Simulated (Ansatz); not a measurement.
# linear Ti chain under tension and compression, part 2 of 3

Aim: how do moment and conductance of the linear Ti chain follow its length?

Ansatz 0.2.0; DFT LDA, plane waves, PAW; relaxation of a chain's period (the session's first sound run).

So far, absolute moment (μB): step 2 (relaxing the period) 0.671.

## Step 3: At a set period, period over the relaxed period 0.88, k-mesh 1×1×43

This step: DFT LDA, plane waves, PAW; channels and complex bands of a perfect chain (Ansatz 0.2.0).

The period is set to 0.88 times the relaxed one: shorter bonds widen the bands.

The cell differs from the one that the last finished run ended in (c 2.126 → 1.871 Å).

Contents of input.yaml:

```yaml
crystal:
  lattice:
    - [7.5, 0.0, 0.0]
    - [0.0, 7.5, 0.0]
    - [0.0, 0.0, 1.8711293619]
  atoms:
    - { symbol: Ti, position: [0.5, 0.5, 0.0], spin: 0.36 }
magnetization:
  spin_polarized: true
kpoints:
  mp_grid: { grid: [1, 1, 43] }
scf:
  occupations: { method: fermi_dirac, width: 0.05 }
hamiltonian:
  xc: lda
output:
  transmission:
    e_range: [-2, 2]
    de: 0.035
    kmesh: [1, 1]
    reduced_basis: true
    leads: [[0, 0]]
  stress: true
```

Run with:

```bash
$ ansatz run input.yaml --threads 4 --pin off --max-ram 8192MiB --backend cpu --events-out ev --progress --plain --runs-dir out
```

Numbers of over 12 decimals in the logs are rounded to 6 here.

Log:

```text
[...]
Crystal: 1 atoms, lattice volume = 105.251 Å³
Basis set: ecut = 420 eV, 2031 PW (Γ)
Bands: 11, of which v1, the nominal top of the filled ones, is band 6 counted from 1 (5 counted from 0)
Symmetry: 16 space group operations
[...]
k-points: 22 of 43
[...]
Starting moments: Σ|m| = 0.36 μB on 1 of 1 site
[...]
SCF iter   1: F=—  HF=-2441.586180 eV  |F-HF|=—  |Δ(HF+E_count)|=         —  Δρ=2.65e-2 (↑1.97e-2 ↓2.65e-2)  dr2=4.17e0  dr2_m=1.40e-2  M=0.235 μB ∫|m|=0.235 μB  β_m=0.30  ethr=3.10e-3  ⟨swp⟩=6.0  Hψ=3173  notcnv=0
[...]
SCF iter  13: F=-2446.180749 eV  HF=-2446.180749 eV  |F-HF|=9.09e-13  |Δ(HF+E_count)|=  2.27e-12  Δρ=1.50e-8 (↑1.48e-8 ↓1.50e-8)  dr2=1.02e-12  dr2_m=1.04e-14  M=-0.000 μB ∫|m|=0.000 μB  ethr=1.00e-12  ⟨swp⟩=3.5  Hψ=1815  notcnv=0
SCF 1 converged in 13 iterations: F = -2446.180749 eV  dr2 = 1.02e-12
[...]
WARN: the starting moments were not kept: the SCF closed with an absolute magnetisation of 8.9e-8 μB, where they sum to 0.36 μB in size (1 site). That is at most 0.1 of that sum. Measured as dr2_m measures the in/out step, that magnetisation stands 1.8e-15 eV from none, at or under the dr2_threshold of 1.0e-7 eV: it is no larger than a step whose dr2_m would equal this threshold. The system may hold no moment; this S [...]
transmission: 6 of 36 steps passed
transmission: 9 of 36 steps passed
[...]
transmission: 36 of 36 steps passed
SCF converged after 13 iterations
Magnetization: -0.0000 μB (6.0000 up, 6.0000 down)
Absolute magnetization: 0.0000 μB (∫|ρ↑−ρ↓|, with the PAW one-centre terms)
[...]
Per-site moments (μB) at R_I (Å): [(-3.4283140262035805e-8, 0.771841)]
Free energy (F): -2446.180749 eV
[...]
Internal energy: -2446.161003 eV  (E = F + TS)
E sigma→0 (E₀):  -2446.170876 eV
Entropy (-TS):   -0.019745 eV (-19.745 meV/atom)
Fermi energy:    -1.086250 eV
[...]
--- Stress (GPa, compression-positive) ---
       -0.440030       0.000000       0.000000
        0.000000      -0.440030       0.000000
        0.000000       0.000000       8.817899
  P = ⅓ Tr σ = 2.6459 GPa (26.459 kbar)
--- Band table (eV; the first three rows and the last of 44) ---
  k-point 0 ↑: bands = [... 2 lower, -33.9616, -28.8060, -3.6578, -2.3584, -1.4134, -1.3621, 0.3265, 0.3265, ... 1 higher]
  k-point 1 ↑: bands = [... 2 lower, -33.9541, -28.8640, -3.6154, -2.3026, -1.3977, -1.3466, 0.3384, 0.3384, ... 1 higher]
  k-point 2 ↑: bands = [... 2 lower, -33.9319, -29.0354, -3.4952, -2.1309, -1.3505, -1.3003, 0.3728, 0.3728, ... 1 higher]
  k-point 21 ↓: bands = [... 2 lower, -32.3963, -32.3963, -3.8941, -3.8941, 2.3083, 2.3085, 4.7376, 7.4257, ... 1 higher]
--- Transmission ---
  basis      : 497 plane waves across, 3 finite elements along
  points     : 1, standing for a mesh of 1 x 1
  filling    : by the input's occupations and mesh, since the crystals that have channels conduct as metals do. If one of these is a semiconductor, that mesh has misplaced its level
  energies   : 115 from -2.000000 to 1.990000 eV about the Fermi level, 0.035000 eV apart; the leads are filled to 0.000000 eV, and channels, transmission and decay are at -0.005000 eV
  crystal 0  : Ti1, at the sites [0, 0], period 1.8711 Å: whole cells are its period
    offset         : up to 0.0000 Å between an atom of the period and one for which it stands
    filled         : 7.3 meV under the level at which it is neutral
    channels       : 6.000000e0 up, 6.000000e0 down
    conductance    : 8.2646e14 S/m² at 300 K; may be off by some 0.0 % by where its bands' edges are placed, 0.0 % from the distance to neutral
```

The job ended after 60 s (4 threads of AMD EPYC 7R43, shared host; peak memory 0.49 GiB).

In the SCF lines HF is the Harris–Foulkes energy and dr2 the Hartree energy of the density residual, in eV; the loop may stop once dr2 is under the threshold and the program's other checks hold. Hψ counts applications of the Hamiltonian.

Numbers from this step:

```yaml
energy_at_zero_smearing: -2446.1709 eV
channels_at_the_energy_nearest_the_fermi_level_spin_up: 6
channels_at_the_energy_nearest_the_fermi_level_spin_down: 6
conductance_of_the_lead_as_this_run_defines_it: 6.000 G₀
band_gap: 0 eV
```

Open channels of the lead against energy, zero at the Fermi level:

```tsv
energy (eV)	spin up	spin down
-2.000	3	3
-1.895	3	3
-1.790	3	3
-1.685	3	3
-1.615	3	3
-1.510	3	3
-1.405	3	3
-1.300	3	3
-1.195	4	4
-1.090	4	4
-0.985	4	4
-0.915	4	4
-0.810	4	4
-0.705	4	4
-0.600	4	4
-0.495	4	4
-0.390	4	4
-0.285	5	5
-0.215	6	6
-0.110	6	6
-0.005	6	6
0.100	6	6
0.205	6	6
0.310	6	6
0.415	6	6
0.485	6	6
0.590	6	6
0.695	6	6
0.800	6	6
0.905	6	6
1.010	6	6
1.115	6	6
1.185	6	6
1.290	6	6
1.395	6	6
1.500	8	8
1.605	8	8
1.710	4	4
1.815	4	4
1.885	4	4
```

At the computed energy nearest the Fermi level there are 6 spin-up and 6 spin-down channels, and the thermal average gives 6.00 G₀.

## Step 4: The chain at a fixed length, period over the relaxed period 0.92, k-mesh 1×1×41

The period is set to 0.92 times the relaxed one: shorter bonds widen the bands.

The cell differs from the one that the last finished run ended in (c 1.871 → 1.956 Å).

Edit input.yaml of step 3 so:

```diff
@@ -4,3 +4,3 @@
     - [0.0, 7.5, 0.0]
-    - [0.0, 0.0, 1.8711293619]
+    - [0.0, 0.0, 1.9561806965]
   atoms:
@@ -10,3 +10,3 @@
 kpoints:
-  mp_grid: { grid: [1, 1, 43] }
+  mp_grid: { grid: [1, 1, 41] }
 scf:
```

Log:

```text
[...]
Crystal: 1 atoms, lattice volume = 110.035 Å³
Basis set: ecut = 420 eV, 2119 PW (Γ)
Bands: 11, of which v1, the nominal top of the filled ones, is band 6 counted from 1 (5 counted from 0)
Symmetry: 16 space group operations
[...]
k-points: 21 of 41
[...]
Starting moments: Σ|m| = 0.36 μB on 1 of 1 site
[...]
--- Transmission ---
  basis      : 497 plane waves across, 3 finite elements along
  points     : 1, standing for a mesh of 1 x 1
[...]
crystal 0  : Ti1, at the sites [0, 0], period 1.9562 Å: whole cells are its period
[...]
filled         : 12.0 meV over the level at which it is neutral
    channels       : 6.000000e0 up, 6.000000e0 down
[...]
[key lines of the parts left out:]
SCF converged after 15 iterations
Magnetization: 0.0000 μB (6.0000 up, 6.0000 down)
Free energy (F): -2446.379286 eV
Fermi energy:    -1.124331 eV
P = ⅓ Tr σ = 1.3314 GPa (13.314 kbar)
```

Elapsed: 58 s, on 4 threads; peak memory 0.5 GiB.

At the computed energy nearest the Fermi level there are 6 spin-up and 6 spin-down channels, and the thermal average gives 6.00 G₀.

## Step 5: The chain at a fixed length, period over the relaxed period 0.96, k-mesh 1×1×40

The period is set to 0.96 times the relaxed one: shorter bonds widen the bands.

The cell differs from the one that the last finished run ended in (c 1.956 → 2.041 Å).

Edit input.yaml of step 4 so:

```diff
@@ -4,3 +4,3 @@
     - [0.0, 7.5, 0.0]
-    - [0.0, 0.0, 1.9561806965]
+    - [0.0, 0.0, 2.0412320312]
   atoms:
@@ -10,3 +10,3 @@
 kpoints:
-  mp_grid: { grid: [1, 1, 41] }
+  mp_grid: { grid: [1, 1, 40] }
 scf:
```

Log:

```text
[...]
Crystal: 1 atoms, lattice volume = 114.819 Å³
Basis set: ecut = 420 eV, 2239 PW (Γ)
Bands: 11, of which v1, the nominal top of the filled ones, is band 6 counted from 1 (5 counted from 0)
Symmetry: 16 space group operations
[...]
k-points: 21 of 40
[...]
Starting moments: Σ|m| = 0.36 μB on 1 of 1 site
[...]
--- Transmission ---
  basis      : 497 plane waves across, 3 finite elements along
  points     : 1, standing for a mesh of 1 x 1
[...]
crystal 0  : Ti1, at the sites [0, 0], period 2.0412 Å: whole cells are its period
[...]
filled         : 9.0 meV under the level at which it is neutral
    channels       : 6.000000e0 up, 4.000000e0 down
[...]
[key lines of the parts left out:]
SCF converged after 11 iterations
Magnetization: 0.7107 μB (6.3553 up, 5.6447 down)
Free energy (F): -2446.477400 eV
Fermi energy:    -1.159127 eV
P = ⅓ Tr σ = 0.4627 GPa (4.627 kbar)
```

It took 56 s on 4 threads; peak memory 0.51 GiB; 1.8 min of CPU time.

At the computed energy nearest the Fermi level there are 6 spin-up and 4 spin-down channels, and the thermal average gives 5.08 G₀.

For the conductance of the lead as this run defines it, step 3 gave 6.00 G₀; this run, with period over the relaxed period 0.96 and k-mesh 1×1×40, gives 5.08 G₀ (-15 %).

## Step 6: The chain at a fixed length, period over the relaxed period 1, k-mesh 1×1×38

The period is set to 1.0 times the relaxed one, as the point of reference.

Edit input.yaml of step 5 so:

```diff
@@ -4,3 +4,3 @@
     - [0.0, 7.5, 0.0]
-    - [0.0, 0.0, 2.0412320312]
+    - [0.0, 0.0, 2.1262833658]
   atoms:
@@ -10,3 +10,3 @@
 kpoints:
-  mp_grid: { grid: [1, 1, 40] }
+  mp_grid: { grid: [1, 1, 38] }
 scf:
```

Log:

```text
[...]
Crystal: 1 atoms, lattice volume = 119.603 Å³
Basis set: ecut = 420 eV, 2351 PW (Γ)
Bands: 11, of which v1, the nominal top of the filled ones, is band 6 counted from 1 (5 counted from 0)
Symmetry: 16 space group operations
[...]
k-points: 20 of 38
[...]
Starting moments: Σ|m| = 0.36 μB on 1 of 1 site
[...]
--- Transmission ---
  basis      : 497 plane waves across, 3 finite elements along
  points     : 1, standing for a mesh of 1 x 1
[...]
crystal 0  : Ti1, at the sites [0, 0], period 2.1263 Å: whole cells are its period
[...]
filled         : 7.4 meV under the level at which it is neutral
    channels       : 6.000000e0 up, 4.000000e0 down
[...]
[key lines of the parts left out:]
SCF converged after 11 iterations
Magnetization: 0.7384 μB (6.3692 up, 5.6308 down)
Free energy (F): -2446.508001 eV
Fermi energy:    -1.212759 eV
P = ⅓ Tr σ = -0.2957 GPa (-2.957 kbar)
```

Wall time 50 s (4 threads); peak memory 0.51 GiB.

Table of open channels of the lead by energy, zero at the Fermi level:

```tsv
energy (eV)	spin up	spin down
-2.00	1	1
-1.90	3	1
-1.79	3	1
-1.69	4	1
-1.58	4	1
-1.48	4	3
-1.37	4	3
-1.23	4	4
-1.12	4	4
-1.02	4	4
-0.92	4	4
-0.81	4	4
-0.70	4	4
-0.60	4	4
-0.49	4	4
-0.39	4	4
-0.28	6	4
-0.18	6	4
-0.07	6	4
-0.01	6	4
0.07	6	4
0.17	6	5
0.28	6	6
0.38	6	6
0.48	6	6
0.59	6	6
0.69	6	6
0.80	6	6
0.91	6	6
1.01	6	6
1.11	6	6
1.22	4	6
1.36	4	6
1.47	4	4
1.57	4	4
1.68	4	4
1.78	4	4
1.89	4	4
1.99	2	4
```

At the computed energy nearest the Fermi level there are 6 spin-up and 4 spin-down channels, and the thermal average gives 5.00 G₀.

Between step 3 and this run (period over the relaxed period 1 and k-mesh 1×1×38) the value for the conductance of the lead as this run defines it moves from 6.00 G₀ to 5.00 G₀ (-17 %).

## Step 7: At a set period, period over the relaxed period 1.04, k-mesh 1×1×37

The period is set to 1.04 times the relaxed one: longer bonds narrow the bands.

The cell differs from the one that the last finished run ended in (c 2.126 → 2.211 Å).

Edit input.yaml of step 6 so:

```diff
@@ -4,3 +4,3 @@
     - [0.0, 7.5, 0.0]
-    - [0.0, 0.0, 2.1262833658]
+    - [0.0, 0.0, 2.2113347004]
   atoms:
@@ -10,3 +10,3 @@
 kpoints:
-  mp_grid: { grid: [1, 1, 38] }
+  mp_grid: { grid: [1, 1, 37] }
 scf:
```

Log:

```text
[...]
Crystal: 1 atoms, lattice volume = 124.388 Å³
Basis set: ecut = 420 eV, 2463 PW (Γ)
Bands: 11, of which v1, the nominal top of the filled ones, is band 6 counted from 1 (5 counted from 0)
Symmetry: 16 space group operations
[...]
k-points: 19 of 37
[...]
Starting moments: Σ|m| = 0.36 μB on 1 of 1 site
[...]
--- Transmission ---
  basis      : 497 plane waves across, 3 finite elements along
  points     : 1, standing for a mesh of 1 x 1
[...]
crystal 0  : Ti1, at the sites [0, 0], period 2.2113 Å: whole cells are its period
[...]
filled         : 5.9 meV over the level at which it is neutral
    channels       : 6.000000e0 up, 4.000000e0 down
[...]
[key lines of the parts left out:]
SCF converged after 10 iterations
Magnetization: 0.7236 μB (6.3618 up, 5.6382 down)
Free energy (F): -2446.482891 eV
Fermi energy:    -1.289528 eV
P = ⅓ Tr σ = -0.8303 GPa (-8.303 kbar)
```

It took 46 s on 4 threads; peak memory 0.5 GiB.

At the computed energy nearest the Fermi level there are 6 spin-up and 4 spin-down channels, and the thermal average gives 5.00 G₀. The change of length costs 0.025 eV a cell and leaves an absolute moment of 0.72 μB a cell.

Between step 3 and this run (period over the relaxed period 1.04 and k-mesh 1×1×37) the value for the conductance of the lead as this run defines it moves from 6.00 G₀ to 5.00 G₀ (-17 %).

## Step 8: At a set period, period over the relaxed period 1.08, k-mesh 1×1×35

The period is set to 1.08 times the relaxed one: longer bonds narrow the bands.

The cell differs from the one that the last finished run ended in (c 2.211 → 2.296 Å).

Edit input.yaml of step 7 so:

```diff
@@ -4,3 +4,3 @@
     - [0.0, 7.5, 0.0]
-    - [0.0, 0.0, 2.2113347004]
+    - [0.0, 0.0, 2.2963860351]
   atoms:
@@ -10,3 +10,3 @@
 kpoints:
-  mp_grid: { grid: [1, 1, 37] }
+  mp_grid: { grid: [1, 1, 35] }
 scf:
```

Log:

```text
[...]
Crystal: 1 atoms, lattice volume = 129.172 Å³
Basis set: ecut = 420 eV, 2527 PW (Γ)
Bands: 11, of which v1, the nominal top of the filled ones, is band 6 counted from 1 (5 counted from 0)
Symmetry: 16 space group operations
[...]
k-points: 18 of 35
[...]
Starting moments: Σ|m| = 0.36 μB on 1 of 1 site
[...]
--- Transmission ---
  basis      : 497 plane waves across, 3 finite elements along
  points     : 1, standing for a mesh of 1 x 1
[...]
crystal 0  : Ti1, at the sites [0, 0], period 2.2964 Å: whole cells are its period
[...]
filled         : 3.2 meV over the level at which it is neutral
    channels       : 6.000000e0 up, 4.000000e0 down
[...]
[key lines of the parts left out:]
SCF converged after 10 iterations
Magnetization: 0.7880 μB (6.3940 up, 5.6060 down)
Free energy (F): -2446.417615 eV
Fermi energy:    -1.357421 eV
P = ⅓ Tr σ = -1.1835 GPa (-11.835 kbar)
```

It took 51 s on 4 threads; peak memory 0.64 GiB; 1.7 min of CPU time.

At the computed energy nearest the Fermi level there are 6 spin-up and 4 spin-down channels, and the thermal average gives 5.00 G₀. The change of length costs 0.093 eV a cell and leaves an absolute moment of 0.79 μB a cell.

Between step 3 and this run (period over the relaxed period 1.08 and k-mesh 1×1×35) the value for the conductance of the lead as this run defines it moves from 6.00 G₀ to 5.00 G₀ (-17 %).

## Step 9: The chain at a fixed length, period over the relaxed period 1.13, k-mesh 1×1×34

The period is set to 1.13 times the relaxed one: longer bonds narrow the bands.

The cell differs from the one that the last finished run ended in (c 2.296 → 2.403 Å).

Edit input.yaml of step 8 so:

```diff
@@ -4,3 +4,3 @@
     - [0.0, 7.5, 0.0]
-    - [0.0, 0.0, 2.2963860351]
+    - [0.0, 0.0, 2.4027002033]
   atoms:
@@ -10,3 +10,3 @@
 kpoints:
-  mp_grid: { grid: [1, 1, 35] }
+  mp_grid: { grid: [1, 1, 34] }
 scf:
```

Log:

```text
[...]
Crystal: 1 atoms, lattice volume = 135.152 Å³
Basis set: ecut = 420 eV, 2625 PW (Γ)
Bands: 11, of which v1, the nominal top of the filled ones, is band 6 counted from 1 (5 counted from 0)
Symmetry: 16 space group operations
[...]
k-points: 18 of 34
[...]
Starting moments: Σ|m| = 0.36 μB on 1 of 1 site
[...]
--- Transmission ---
  basis      : 497 plane waves across, 3 finite elements along
  points     : 1, standing for a mesh of 1 x 1
[...]
crystal 0  : Ti1, at the sites [0, 0], period 2.4027 Å: whole cells are its period
[...]
filled         : 6.8 meV over the level at which it is neutral
    channels       : 6.000000e0 up, 4.000000e0 down
[...]
[key lines of the parts left out:]
SCF converged after 10 iterations
Magnetization: 0.8933 μB (6.4467 up, 5.5533 down)
Free energy (F): -2446.299202 eV
Fermi energy:    -1.435933 eV
P = ⅓ Tr σ = -1.4671 GPa (-14.671 kbar)
```

It took 46 s on 4 threads; peak memory 0.61 GiB; 95 s of CPU time.

At the computed energy nearest the Fermi level there are 6 spin-up and 4 spin-down channels, and the thermal average gives 5.00 G₀. The change of length costs 0.213 eV a cell and leaves an absolute moment of 0.89 μB a cell.

Between step 3 and this run (period over the relaxed period 1.13 and k-mesh 1×1×34) the value for the conductance of the lead as this run defines it moves from 6.00 G₀ to 5.00 G₀ (-17 %).

[end of part 2 of 3]

[Logs are printed without paths, hosts, clocks, repeated set-up lines and the standing remarks that a program may print on its own settings, such as how far it seeks lower states.]

[Hosts, paths, dates, database ids (printed as entryN), source tags and the programs' standing remarks are cut or masked in the printed files.]
